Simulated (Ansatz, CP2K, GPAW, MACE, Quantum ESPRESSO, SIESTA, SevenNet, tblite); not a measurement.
**Liquid K2CO3 at 1100 K (108 atoms): forces by two methods**

36 K+, 18 CO3 2- placed at random, at 1.93 g/cm³; overlaps pushed apart, then 10 ps at 1500 K with harmonic planar carbonate ions with charges +1 on C and -1 on O; Joung-Cheatham ions (J. Phys. Chem. B 112, 9020 (2008)); charges of ions scaled by 0.8. Snapshot after 20 ps at 1100 K and fixed volume. The starting density is a measured one. Then every atom was moved at random, 0.03 Å r.m.s. a Cartesian component.

Two calculations on one geometry. First: Kohn-Sham DFT, PBE, SSSP efficiency 1.3.0 pseudopotentials, plane waves; sssp-1.3.0-efficiency; 60/480 Ry; levels smeared at 580 K (Quantum ESPRESSO 7.5; sssp-pbe-1.3.0-efficiency, cutoffs 60/480 Ry, Γ point). Second: Kohn-Sham DFT, PBE, PAW, atomic orbitals (dzp); LCAO dzp; h 0.18 Å; other mixer settings; levels smeared at 580 K (GPAW 26.7.0; Γ point).

Cell vectors (Å):

```
12.892 0.000 0.000
0.000 12.892 0.000
0.000 0.000 12.892
```

Atom, position (Å) and force of the first calculation (eV/Å):

```
1 C 3.220 5.009 8.643 -1.358 4.435 2.243
2 O 2.069 4.851 9.196 -2.213 -1.214 -0.483
3 O 4.051 4.136 8.580 3.273 -3.622 -0.976
4 O 3.550 6.297 8.478 0.645 0.425 -0.944
5 C 11.738 7.703 12.680 3.003 -7.536 -1.619
6 O 11.717 8.784 0.197 -0.314 12.390 4.723
7 O 10.855 7.284 11.937 -3.120 -2.343 -2.760
8 O 12.797 6.978 0.159 0.320 -1.606 0.282
9 C 10.869 2.085 2.470 4.045 -1.556 6.966
10 O 11.416 3.178 2.266 5.016 3.616 0.320
11 O 9.858 1.937 1.942 -10.506 -3.130 -5.600
12 O 11.193 1.135 3.490 0.985 1.614 -1.839
13 C 10.160 1.332 8.003 1.151 1.968 0.177
14 O 8.951 1.692 8.066 -2.576 -0.238 -0.499
15 O 10.632 0.424 8.734 0.568 -2.743 1.039
16 O 10.981 2.064 7.315 1.260 0.446 -1.052
17 C 12.790 0.769 11.480 7.618 6.842 1.456
18 O 0.034 2.033 11.373 0.112 4.794 -2.444
19 O 11.767 0.353 11.737 -12.897 -6.972 1.777
20 O 0.979 0.225 11.738 5.616 -5.022 -0.023
21 C 3.850 12.329 8.262 7.937 0.480 -0.575
22 O 3.302 11.274 8.195 -3.782 -7.570 -1.571
23 O 5.243 12.341 8.019 -1.481 0.550 -0.025
24 O 3.316 0.384 8.756 -2.846 6.484 2.432
25 C 3.240 12.332 3.383 -0.496 1.162 -2.537
26 O 2.811 0.002 2.342 -1.911 2.835 -5.079
27 O 2.510 11.430 3.765 -2.263 -4.817 3.850
28 O 4.331 12.729 3.773 4.730 0.463 3.047
29 C 8.202 4.947 11.200 -0.468 -3.700 -2.240
30 O 7.760 6.108 10.938 0.345 1.418 0.581
31 O 9.395 4.672 11.665 -0.598 0.291 0.263
32 O 7.420 3.902 10.753 1.093 1.563 1.534
33 C 2.887 4.230 12.886 -2.741 3.468 6.266
34 O 3.005 3.038 0.254 0.748 -4.873 -0.182
35 O 2.328 5.043 0.970 -0.023 -1.028 0.203
36 O 3.290 4.839 11.944 2.468 1.623 -5.759
37 C 7.225 12.747 12.593 0.977 -1.458 2.765
38 O 7.905 11.836 12.078 3.949 -4.692 0.249
39 O 6.620 0.446 11.739 -5.800 5.603 -4.161
40 O 7.122 0.084 0.965 -0.146 0.239 1.049
41 C 2.897 3.818 5.175 5.045 1.788 2.742
42 O 2.476 2.813 5.628 -3.758 -9.575 2.545
43 O 4.111 4.099 5.435 4.041 1.470 -0.894
44 O 2.161 4.673 4.799 -5.688 7.011 -4.885
45 C 6.803 4.387 3.763 0.714 -0.147 -0.557
46 O 7.343 5.414 3.258 1.244 3.192 -0.630
47 O 7.070 3.978 4.912 1.158 -0.739 3.808
48 O 6.054 3.700 3.050 -3.050 -2.555 -3.105
49 C 8.918 10.598 3.800 6.814 -6.820 -4.838
50 O 8.548 9.614 3.050 -0.899 -3.126 -0.936
51 O 8.082 11.381 4.020 -5.585 8.070 4.136
52 O 10.265 10.621 3.901 -0.515 1.198 2.266
53 C 7.688 9.111 8.136 3.646 -4.380 2.191
54 O 6.871 9.841 7.644 -3.563 3.164 -2.535
55 O 8.584 9.554 8.987 1.021 0.825 0.895
56 O 7.750 7.799 7.914 -0.714 0.352 -0.787
57 C 3.914 8.412 4.260 1.780 -0.900 3.613
58 O 4.513 8.825 3.277 3.797 1.961 -3.198
59 O 4.406 8.170 5.454 2.259 0.751 0.918
60 O 2.770 8.062 4.161 -8.338 -1.763 -1.617
61 C 4.429 9.139 12.435 3.207 1.769 -3.717
62 O 4.636 10.321 12.886 -0.489 1.838 1.847
63 O 3.266 8.864 12.069 -2.266 -2.119 0.138
64 O 5.538 8.583 11.919 -1.546 -0.849 0.943
65 C 0.224 9.256 9.031 1.471 -3.917 0.344
66 O 12.505 10.225 8.637 -3.064 6.268 -2.981
67 O 1.027 8.601 8.323 2.128 -1.017 -2.849
68 O 12.813 8.785 10.146 -0.645 -1.303 4.133
69 C 11.354 5.860 5.618 -4.033 -0.510 3.129
70 O 11.966 6.445 4.827 6.446 9.547 -9.411
71 O 10.328 6.322 6.148 -3.838 1.799 2.781
72 O 11.794 4.771 5.814 1.501 -8.951 3.767
73 K 7.041 1.256 3.578 -0.061 0.053 -0.441
74 K 0.269 0.578 1.788 0.329 -0.043 -0.161
75 K 5.889 2.959 12.485 0.441 -0.110 0.068
76 K 5.771 5.996 6.834 -0.761 -1.139 0.826
77 K 9.389 3.668 6.033 -0.206 0.175 0.107
78 K 5.230 6.073 11.215 0.308 0.079 -0.738
79 K 2.281 9.432 1.594 0.381 0.219 0.698
80 K 7.982 8.393 11.822 0.583 0.270 0.096
81 K 4.160 5.898 2.966 0.175 -0.586 0.125
82 K 9.950 7.147 9.187 -0.270 -0.437 0.457
83 K 1.750 6.814 6.252 0.289 -0.282 0.359
84 K 0.963 6.503 2.587 0.127 -0.825 0.092
85 K 5.477 10.707 5.127 0.003 0.498 0.721
86 K 11.199 8.921 6.692 -0.358 -0.199 -0.173
87 K 5.547 11.150 10.550 -0.484 -0.539 0.030
88 K 1.963 6.825 10.849 -0.571 0.200 -0.086
89 K 12.856 4.004 7.898 0.373 -0.315 0.269
90 K 3.880 0.186 12.560 -0.478 -0.068 0.621
91 K 5.250 2.415 6.891 -0.373 -0.269 0.221
92 K 6.050 10.644 1.909 0.706 0.060 0.531
93 K 12.713 2.835 4.813 0.541 -0.502 -0.345
94 K 12.362 4.285 12.838 0.382 0.067 -0.110
95 K 7.663 12.324 9.388 0.924 0.802 -0.729
96 K 1.346 10.601 5.907 0.576 0.084 0.276
97 K 10.840 10.345 10.918 -0.535 0.133 -0.176
98 K 4.516 8.792 8.207 -0.524 -0.019 -0.117
99 K 9.608 12.306 1.289 0.236 -0.100 0.291
100 K 0.429 12.702 9.041 0.166 0.079 -0.546
101 K 9.440 12.420 6.119 0.275 -0.016 -0.353
102 K 10.565 2.526 10.403 -0.801 0.021 0.362
103 K 11.028 7.996 3.014 -0.781 0.795 -0.326
104 K 0.977 10.306 11.789 0.172 0.025 0.069
105 K 6.922 7.564 4.939 1.179 0.539 -0.915
106 K 3.531 2.450 2.613 0.193 0.224 0.921
107 K 9.438 4.937 1.387 -0.367 -0.337 0.097
108 K 2.870 2.384 10.285 -0.395 0.536 -0.132
```

**Question.** What forces does the second calculation give?

Atom and force (eV/Å):

```
1 -1.656 4.926 2.024
2 -3.134 -1.415 -0.040
3 4.297 -4.649 -1.009
4 0.822 1.130 -0.978
5 3.381 -8.542 -1.753
6 -0.363 14.212 5.475
7 -3.973 -2.749 -3.437
8 0.841 -1.863 0.503
9 4.917 -2.071 7.734
10 5.675 4.687 0.219
11 -12.110 -3.295 -6.437
12 0.920 1.320 -1.475
13 1.174 1.925 -0.026
14 -3.644 0.082 -0.470
15 0.925 -3.579 1.662
16 1.913 0.871 -1.486
17 8.281 7.306 0.953
18 0.299 5.660 -2.560
19 -14.721 -7.834 2.273
20 6.653 -5.600 0.273
21 8.832 0.549 -1.036
22 -4.506 -8.902 -1.601
23 -1.022 0.631 -0.229
24 -3.521 7.644 3.078
25 -0.597 1.153 -2.544
26 -2.248 3.219 -6.034
27 -2.975 -5.720 4.197
28 5.988 0.969 3.487
29 -0.664 -4.078 -2.256
30 0.076 2.249 0.311
31 0.360 0.084 0.468
32 0.965 1.195 1.095
33 -3.172 3.883 6.785
34 0.880 -6.283 -0.045
35 -0.168 -0.896 0.456
36 2.889 2.209 -6.899
37 1.069 -1.390 3.451
38 4.714 -5.729 -0.235
39 -6.513 6.334 -5.188
40 -0.319 0.448 1.876
41 5.768 1.990 2.473
42 -4.346 -11.056 3.181
43 4.784 1.778 -0.871
44 -6.676 7.980 -5.474
45 0.691 -0.043 -0.656
46 1.738 4.121 -1.011
47 1.355 -1.128 4.926
48 -3.761 -3.106 -3.833
49 7.701 -7.353 -4.723
50 -1.189 -3.824 -1.547
51 -7.001 9.266 4.473
52 0.201 1.232 2.341
53 4.049 -4.932 2.348
54 -4.480 4.172 -3.186
55 1.603 1.234 1.490
56 -0.815 -0.342 -0.984
57 2.239 -0.758 4.087
58 4.481 2.313 -4.229
59 2.472 0.613 1.629
60 -9.847 -2.139 -1.795
61 3.597 1.539 -3.446
62 -0.481 2.670 2.076
63 -3.372 -2.465 -0.324
64 -1.076 -1.107 0.645
65 1.707 -4.173 0.594
66 -3.802 7.470 -3.490
67 2.898 -1.578 -3.534
68 -0.967 -1.971 4.827
69 -4.535 -0.749 3.696
70 7.543 10.489 -10.645
71 -4.840 2.250 3.260
72 1.892 -9.935 3.948
73 -0.021 -0.012 -0.434
74 0.402 -0.030 -0.269
75 0.334 -0.149 0.340
76 -0.803 -1.359 0.997
77 -0.262 0.212 0.060
78 0.354 0.123 -0.875
79 0.418 0.287 0.804
80 0.764 0.485 0.212
81 0.262 -0.562 0.115
82 -0.124 -0.616 0.513
83 0.323 -0.294 0.508
84 0.082 -0.864 0.312
85 -0.043 0.539 0.843
86 -0.444 -0.143 -0.263
87 -0.697 -0.753 0.078
88 -0.675 0.297 -0.054
89 0.502 -0.366 0.419
90 -0.513 -0.126 0.687
91 -0.241 -0.492 0.347
92 0.809 0.069 0.638
93 0.681 -0.668 -0.497
94 0.471 0.069 -0.154
95 1.240 0.955 -0.858
96 0.539 0.060 0.395
97 -0.700 0.298 -0.201
98 -0.644 -0.044 -0.055
99 0.356 -0.239 0.333
100 0.249 0.143 -0.696
101 0.297 -0.012 -0.301
102 -1.046 0.073 0.382
103 -0.902 0.833 -0.450
104 0.323 0.194 0.139
105 1.413 0.689 -1.069
106 0.199 0.291 1.153
107 -0.478 -0.304 0.225
108 -0.509 0.677 -0.039
```

The two sets differ by 536 meV/Å r.m.s., 18 % of the r.m.s. force of the Quantum ESPRESSO run. The network of bonds at the start is that of the classical potential that made the cell, and needn't be the one that DFT or experiment would give. The electronic-structure runs sample only Γ, in a cell whose shortest periodic width is 13 Å.

[Logs are printed without paths, hosts, clocks, repeated set-up lines and the standing remarks that a program may print on its own settings, such as how far it seeks lower states.]

[Hosts, paths, dates, database ids (printed as entryN), source tags and the programs' standing remarks are cut or masked in the printed files.]
